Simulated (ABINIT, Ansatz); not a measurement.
# Lattice dynamics of AlInTe3 (Pm-3m) in two programs, part 2 of 4

How does AlInTe3 (Pm-3m) vibrate, and is this structure a minimum?

ABINIT 10.8.3; DFT LDA, scalar-relativistic, plane waves, HGH norm-conserving pseudopotentials.

So far. Step 2 (Relaxing the cell and atoms): The volume changes by +2.1 % from the cell with which this run began. The relaxed cell has a = 5.305 Å (conventional setting).

The structure was built from a prototype and need not be the compound's stable phase.

## (4) Zone-centre response

At q = 0 one unit cell holds all displacements. The response is solved for single atoms along the cell's directions, and symmetry skips those that follow from others. The crystal is treated as a metal, which screens a static field, so no field response is asked.

Input file dfpt_gamma.abi:

```

# common to the responses
getwfk_filepath "gso_WFK"
kptopt 2
nqpt 1
qpt 0.0 0.0 0.0
asr 0
chneut 0

# displacements
rfphon 1
rfatpol 1 5
rfdir 1 1 1
tolvrs 1.0d-10
prtwf 0

# basis, mesh and filling
ecut 20.0
ixc 7
ngkpt 4 4 4
nshiftk 1
shiftk 0.0 0.0 0.0
istwfk *1
occopt 3
tsmear 0.01
nband 19
nstep 100
diemac 1000000.0
prtebands 0
prtgsr 0
useylm 1

# cell and atoms
acell 10.02418514 10.02418514 10.02418514
rprim 
    1.0 0.0 0.0
    0.0 1.0 0.0
    0.0 0.0 1.0
ntypat 3
znucl 49 13 52
natom 5
typat 1 2 3 3 3
xred 
    0.0 0.0 0.0
    0.5 0.5 0.5
    0.5 0.5 0.0
    0.5 0.0 0.5
    0.0 0.5 0.5
pp_dirpath "./pseudo"
pseudos "In.hgh, Al.hgh, Te.hgh"
```

The run is started by

```bash
$ OMP_NUM_THREADS=1 mpirun -n 4 abinit dfpt_gamma.abi > dfpt_gamma.log
```

Numbers of over 12 decimals in the logs are rounded to 6 here.

dfpt_gamma.abo, the main output file:

```text
[banners, grids, parts of the stress and lines that vanish by symmetry left out]
- input  file    -> dfpt_gamma.abi
- output file    -> dfpt_gamma.abo
- root for input  files -> dfpt_gammai
- root for output files -> dfpt_gammao

 Symmetries : space group Pm -3 m (#221); Bravais cP (primitive cubic)
================================================================================
 Values of the parameters that define the memory need of the present run (RF).
     intxc =       0      iscf =       7    lmnmax =      14     lnmax =       6
     mgfft =      45  mpssoang =       3    mqgrid =    3001     natom =       5
  nloc_mem =       1    nspden =       1   nspinor =       1    nsppol =       1
      nsym =      48    n1xccc =       0    ntypat =       3    occopt =       3
   xclevel =       1
-    mband =          19        mffmem =           1         mkmem =           9
-   mkqmem =           9        mk1mem =           9           mpw =        4337
      nfft =       91125          nkpt =          36
- my_mband =          19
================================================================================
================================================================================

--------------------------------------------------------------------------------
------------- Echo of variables that govern the present computation ------------
--------------------------------------------------------------------------------
-
- outvars: echo of selected default values
-   iomode0 =  0 , fftalg0 =312 , wfoptalg0 =  0
-
- outvars: echo of global parameters not present in the input file
-  max_nthreads =    1
-
 -outvars: echo values of preprocessed input variables
 [... echo left out ...]
================================================================================

 chkinp: Checking input parameters for consistency.

[...]
== DATASET  1 ==================================================================
-   mpi_nproc: 4, omp_nthreads: 1 (-1 if OMP is not activated)

--- !DatasetInfo
iteration_state: {dtset: 1, }
dimensions: {natom: 5, nkpt: 36, mband: 19, nsppol: 1, nspinor: 1, nspden: 1, mpw: 4337, }
cutoff_energies: {ecut:  20.0, pawecutdg:  -1.0, }
electrons: {nelect:   2.40000000E+01, charge:   0.00000000E+00, occopt:   3.00000000E+00, tsmear:   1.00000000E-02, }
meta: {optdriver: 1, rfphon: 1, }
...

 mkfilename: getwfk from: gso_WFK

 Exchange-correlation functional for the present dataset will be:
  LDA: Perdew-Wang 92 LSD fit to Ceperley-Alder data - ixc=7
 Citation for XC functional:
  J.P.Perdew and Y.Wang, PRB 45, 13244 (1992)

 Real(R)+Recip(G) space primitive vectors, cartesian coordinates (Bohr,Bohr^-1):
 R(1)= 10.0241851  0.0000000  0.0000000  G(1)=  0.0997587  0.0000000  0.0000000
 R(2)=  0.0000000 10.0241851  0.0000000  G(2)=  0.0000000  0.0997587  0.0000000
 R(3)=  0.0000000  0.0000000 10.0241851  G(3)=  0.0000000  0.0000000  0.0997587
 Unit cell volume ucvol=  1.0072731E+03 bohr^3
 Angles (23,13,12)=  9.00000000E+01  9.00000000E+01  9.00000000E+01 degrees
 setup1 : take into account q-point for computing boxcut.

 getcut: wavevector=  0.0000  0.0000  0.0000  ngfft=  45  45  45
         ecut(hartree)=     20.000   => boxcut(ratio)=   2.18034

--- Pseudopotential description ------------------------------------------------
- pspini: atom type   1  psp file is ./pseudo/In.hgh

- pspini: atom type   2  psp file is ./pseudo/Al.hgh

- pspini: atom type   3  psp file is ./pseudo/Te.hgh

   3.13442051E+03                                ecore*ucvol(ha*bohr**3)
--------------------------------------------------------------------------------

 ==>  initialize data related to q vector <==

 The list of irreducible perturbations for this q vector is:
    1)    idir= 1    ipert=   1
    2)    idir= 1    ipert=   2
    3)    idir= 1    ipert=   3
    4)    idir= 3    ipert=   3

[...]
The perturbation idir=   2  ipert=   1 is
 symmetric of a previously calculated perturbation.
 So, its SCF calculation is not needed.

 The perturbation idir=   3  ipert=   1 is
 symmetric of a previously calculated perturbation.
 So, its SCF calculation is not needed.

 The perturbation idir=   2  ipert=   2 is
 symmetric of a previously calculated perturbation.
 So, its SCF calculation is not needed.

 The perturbation idir=   3  ipert=   2 is
 symmetric of a previously calculated perturbation.
 So, its SCF calculation is not needed.

[...]
The perturbation idir=   2  ipert=   5 is
 symmetric of a previously calculated perturbation.
 So, its SCF calculation is not needed.

 The perturbation idir=   3  ipert=   5 is
 symmetric of a previously calculated perturbation.
 So, its SCF calculation is not needed.

--------------------------------------------------------------------------------
 Perturbation wavevector (in red.coord.)   0.000000  0.000000  0.000000
 Perturbation : displacement of atom   1   along direction   1
 Found     8 symmetries that leave the perturbation invariant.

[...]
dfpt_looppert : total number of electrons, from k and k+q
  fully or partially occupied states are    2.400000E+01 and    2.400000E+01.
 Initialisation of the first-order wave-functions :
  ireadwf=   0

--- !BeginCycle
iteration_state: {dtset: 1, }
solver: {iscf: 7, nstep: 100, nline: 4, wfoptalg: 0, }
tolerances: {tolvrs: 1.00E-10, }
...

     iter   2DEtotal(Ha)        deltaE(Ha) residm    vres2
-ETOT  1   20.353723521324     -3.897E+01 1.594E+00 7.794E+04
 ETOT  2  3.90592439117725E-02 -2.031E+01 1.746E-02 1.934E+03
 ETOT  3 -0.497223     -5.363E-01 2.510E-02 9.234E+01
 ETOT  4 -0.518821     -2.160E-02 8.639E-04 8.097E-01
 ETOT  5 -0.518996     -1.751E-04 5.975E-04 1.540E-03
[...]
At SCF step   10       vres2   =  6.10E-11 < tolvrs=  1.00E-10 =>converged.
[...]
Mean square residual over all n,k,spin=   17.965E-10; max=  27.041E-08

 Thirteen components of 2nd-order total energy (hartree) are
 1,2,3: 0th-order hamiltonian combined with 1st-order wavefunctions
     kin0=   5.39036453E+01 eigvalue=   1.58290870E+00  local=  -1.47812386E+01
 4,5,6: 1st-order hamiltonian combined with 1st and 0th-order wfs
 loc psp =  -4.70474469E+01  Hartree=   1.07214612E+01     xc=  -6.23389452E+00
 note that "loc psp" includes a xc core correction that could be resolved
 7,8,9: eventually, occupation + non-local contributions
    edocc=   6.01079736E+00     enl0=   8.63624276E+00   enl1=  -7.26323972E+01
 1-9 gives the relaxation energy (to be shifted if some occ is /=2.0)
   erelax=  -5.98399219E+01
 10,11,12 Non-relaxation  contributions : frozen-wavefunctions and Ewald
 fr.local=  -1.84857541E+00 fr.nonlo=   3.48437915E+01  Ewald=   2.63257092E+01
 13,14 Frozen wf xc core corrections (1) and (2)
 frxc 1  =   0.00000000E+00  frxc 2 =   0.00000000E+00
 Resulting in :
 2DEtotal=   -0.5189966343E+00 Ha. Also 2DEtotal=   -0.141226178750E+02 eV
    (2DErelax=   -5.9839921948E+01 Ha. 2DEnonrelax=    5.9320925314E+01 Ha)
    (  non-var. 2DEtotal :   -5.1899675110E-01 Ha)

[...]
Perturbation wavevector (in red.coord.)   0.000000  0.000000  0.000000
 Perturbation : displacement of atom   2   along direction   1
 Found     8 symmetries that leave the perturbation invariant.

[...]
dfpt_looppert : total number of electrons, from k and k+q
  fully or partially occupied states are    2.400000E+01 and    2.400000E+01.
 Initialisation of the first-order wave-functions :
  ireadwf=   0

--- !BeginCycle
iteration_state: {dtset: 1, }
solver: {iscf: 7, nstep: 100, nline: 4, wfoptalg: 0, }
tolerances: {tolvrs: 1.00E-10, }
...

     iter   2DEtotal(Ha)        deltaE(Ha) residm    vres2
-ETOT  1   65.610090428367     -2.709E+00 4.274E-01 1.950E+05
[...]
At SCF step   11       vres2   =  5.56E-12 < tolvrs=  1.00E-10 =>converged.
[...]
Mean square residual over all n,k,spin=   66.725E-11; max=  10.971E-08

 Thirteen components of 2nd-order total energy (hartree) are
 1,2,3: 0th-order hamiltonian combined with 1st-order wavefunctions
     kin0=   6.96820706E+01 eigvalue=   3.17263279E+00  local=  -6.57549519E+01
 4,5,6: 1st-order hamiltonian combined with 1st and 0th-order wfs
 loc psp =   2.95554968E+01  Hartree=   1.81372694E+01     xc=  -5.59223661E+00
 note that "loc psp" includes a xc core correction that could be resolved
 7,8,9: eventually, occupation + non-local contributions
    edocc=   3.72241606E+00     enl0=   4.00116745E+01   enl1=  -1.56313246E+02
 1-9 gives the relaxation energy (to be shifted if some occ is /=2.0)
   erelax=  -6.33788748E+01
 10,11,12 Non-relaxation  contributions : frozen-wavefunctions and Ewald
 fr.local=  -5.60784194E+01 fr.nonlo=   9.80717423E+01  Ewald=   2.63257092E+01
 13,14 Frozen wf xc core corrections (1) and (2)
 frxc 1  =   0.00000000E+00  frxc 2 =   0.00000000E+00
 Resulting in :
 2DEtotal=    0.4940157340E+01 Ha. Also 2DEtotal=    0.134428529505E+03 eV
    (2DErelax=   -6.3378874822E+01 Ha. 2DEnonrelax=    6.8319032163E+01 Ha)
    (  non-var. 2DEtotal :    4.9401573576E+00 Ha)

[...]
Perturbation wavevector (in red.coord.)   0.000000  0.000000  0.000000
 Perturbation : displacement of atom   3   along direction   1
 Found     4 symmetries that leave the perturbation invariant.

[...]
dfpt_looppert : total number of electrons, from k and k+q
  fully or partially occupied states are    2.400000E+01 and    2.400000E+01.
 Initialisation of the first-order wave-functions :
  ireadwf=   0

--- !BeginCycle
iteration_state: {dtset: 1, }
solver: {iscf: 7, nstep: 100, nline: 4, wfoptalg: 0, }
tolerances: {tolvrs: 1.00E-10, }
...

     iter   2DEtotal(Ha)        deltaE(Ha) residm    vres2
-ETOT  1   202.71485479750     -1.693E+02 2.347E+00 6.920E+05
[...]
At SCF step   11       vres2   =  1.36E-11 < tolvrs=  1.00E-10 =>converged.
[...]
Mean square residual over all n,k,spin=   29.127E-10; max=  81.027E-08

 Thirteen components of 2nd-order total energy (hartree) are
 1,2,3: 0th-order hamiltonian combined with 1st-order wavefunctions
     kin0=   3.11236930E+02 eigvalue=   1.45802407E+01  local=  -7.81676006E+01
 4,5,6: 1st-order hamiltonian combined with 1st and 0th-order wfs
 loc psp =  -4.55194537E+02  Hartree=   8.97802461E+01     xc=  -3.48643317E+01
 note that "loc psp" includes a xc core correction that could be resolved
 7,8,9: eventually, occupation + non-local contributions
    edocc=   1.58399024E+01     enl0=   5.39106626E+01   enl1=  -2.89437562E+02
 1-9 gives the relaxation energy (to be shifted if some occ is /=2.0)
   erelax=  -3.72316049E+02
 10,11,12 Non-relaxation  contributions : frozen-wavefunctions and Ewald
 fr.local=   2.16118175E+02 fr.nonlo=   1.45513187E+02  Ewald=   1.03391339E+01
 13,14 Frozen wf xc core corrections (1) and (2)
 frxc 1  =   0.00000000E+00  frxc 2 =   0.00000000E+00
 Resulting in :
 2DEtotal=   -0.3455533540E+00 Ha. Also 2DEtotal=   -0.940298578305E+01 eV
    (2DErelax=   -3.7231604926E+02 Ha. 2DEnonrelax=    3.7197049591E+02 Ha)
    (  non-var. 2DEtotal :   -3.4555345715E-01 Ha)

[...]
Perturbation wavevector (in red.coord.)   0.000000  0.000000  0.000000
 Perturbation : displacement of atom   3   along direction   3
 Found     8 symmetries that leave the perturbation invariant.

--------------------------------------------------------------------------------

--------------------------------------------------------------------------------

 dfpt_looppert : total number of electrons, from k and k+q
  fully or partially occupied states are    2.400000E+01 and    2.400000E+01.
 Initialisation of the first-order wave-functions :
  ireadwf=   0

--- !BeginCycle
iteration_state: {dtset: 1, }
solver: {iscf: 7, nstep: 100, nline: 4, wfoptalg: 0, }
tolerances: {tolvrs: 1.00E-10, }
...

     iter   2DEtotal(Ha)        deltaE(Ha) residm    vres2
-ETOT  1   298.73342860185     -9.155E+01 4.270E+00 9.302E+05
[...]
ETOT 10   8.677418      2.535E-11 9.814E-07 7.656E-10
 ETOT 11   8.677418     -6.878E-12 1.255E-06 2.442E-11

 At SCF step   11       vres2   =  2.44E-11 < tolvrs=  1.00E-10 =>converged.
[...]
Mean square residual over all n,k,spin=   46.840E-10; max=  12.547E-07

 Thirteen components of 2nd-order total energy (hartree) are
 1,2,3: 0th-order hamiltonian combined with 1st-order wavefunctions
     kin0=   3.03284180E+02 eigvalue=   1.61786130E+01  local=  -7.76942503E+01
 4,5,6: 1st-order hamiltonian combined with 1st and 0th-order wfs
 loc psp =  -4.66872322E+02  Hartree=   9.95526926E+01     xc=  -3.50638014E+01
 note that "loc psp" includes a xc core correction that could be resolved
 7,8,9: eventually, occupation + non-local contributions
    edocc=   2.34471960E+01     enl0=   5.18991068E+01   enl1=  -2.96335151E+02
 1-9 gives the relaxation energy (to be shifted if some occ is /=2.0)
   erelax=  -3.81603737E+02
 10,11,12 Non-relaxation  contributions : frozen-wavefunctions and Ewald
 fr.local=   1.27862458E+02 fr.nonlo=   1.47707603E+02  Ewald=   1.14711094E+02
 13,14 Frozen wf xc core corrections (1) and (2)
 frxc 1  =   0.00000000E+00  frxc 2 =   0.00000000E+00
 Resulting in :
 2DEtotal=    0.8677418030E+01 Ha. Also 2DEtotal=    0.236124573645E+03 eV
    (2DErelax=   -3.8160373659E+02 Ha. 2DEnonrelax=    3.9028115462E+02 Ha)
    (  non-var. 2DEtotal :    8.6774179642E+00 Ha)

[...]
---- first-order wavefunction calculations are completed ----

 ==> Compute Derivative Database <==

 [... matrices left out ...]
  Phonon wavevector (reduced coordinates) :  0.00000  0.00000  0.00000
 Phonon energies in Hartree :
  -2.510686E-04 -2.510686E-04 -2.510686E-04 -1.471192E-04 -1.471192E-04
  -1.471192E-04 -1.084958E-04 -1.084958E-04 -1.084958E-04  3.791834E-06
   3.791835E-06  3.791836E-06  1.188709E-03  1.188709E-03  1.188709E-03
 Phonon frequencies in cm-1    :
- -5.510319E+01 -5.510319E+01 -5.510319E+01 -3.228893E+01 -3.228893E+01
- -3.228893E+01 -2.381207E+01 -2.381207E+01 -2.381207E+01  8.322114E-01
-  8.322115E-01  8.322119E-01  2.608915E+02  2.608915E+02  2.608915E+02

== END DATASET(S) ==============================================================
================================================================================

 -outvars: echo values of variables after computation
            acell      1.0024185140E+01  1.0024185140E+01  1.0024185140E+01 Bohr
           etotal      8.6774180305E+00
            fcart      0.0000000000E+00  0.0000000000E+00  0.0000000000E+00
           strten      0.0000000000E+00  0.0000000000E+00  0.0000000000E+00
================================================================================
```

The job ended after 80 s (4 MPI ranks of Arm Neoverse V1, shared host; 5.3 min of CPU time).

Numbers from this step:

```yaml
largest_acoustic_frequency_at_the_zone_centre_before_the_sum_rule: 0.83 cm⁻¹
highest_optical_zone_centre_mode_no_lo_to_term: 260.9 cm⁻¹
lowest_optical_zone_centre_mode: -55.1 cm⁻¹
```

The acoustic modes at Γ come out as far as 0.8 cm⁻¹ from zero, where they should vanish, a small numerical error. The lowest optical mode is imaginary, 55i cm⁻¹, an instability at this level and on this k mesh.

(Continued in part 3 of 4.)

[Host names and launcher messages were left out of these logs when they were recorded.]

[Logs are printed without paths, hosts, clocks, repeated set-up lines and the standing remarks that a program may print on its own settings, such as how far it seeks lower states.]

[Hosts, paths, dates, database ids (printed as entryN), source tags and the programs' standing remarks are cut or masked in the printed files.]
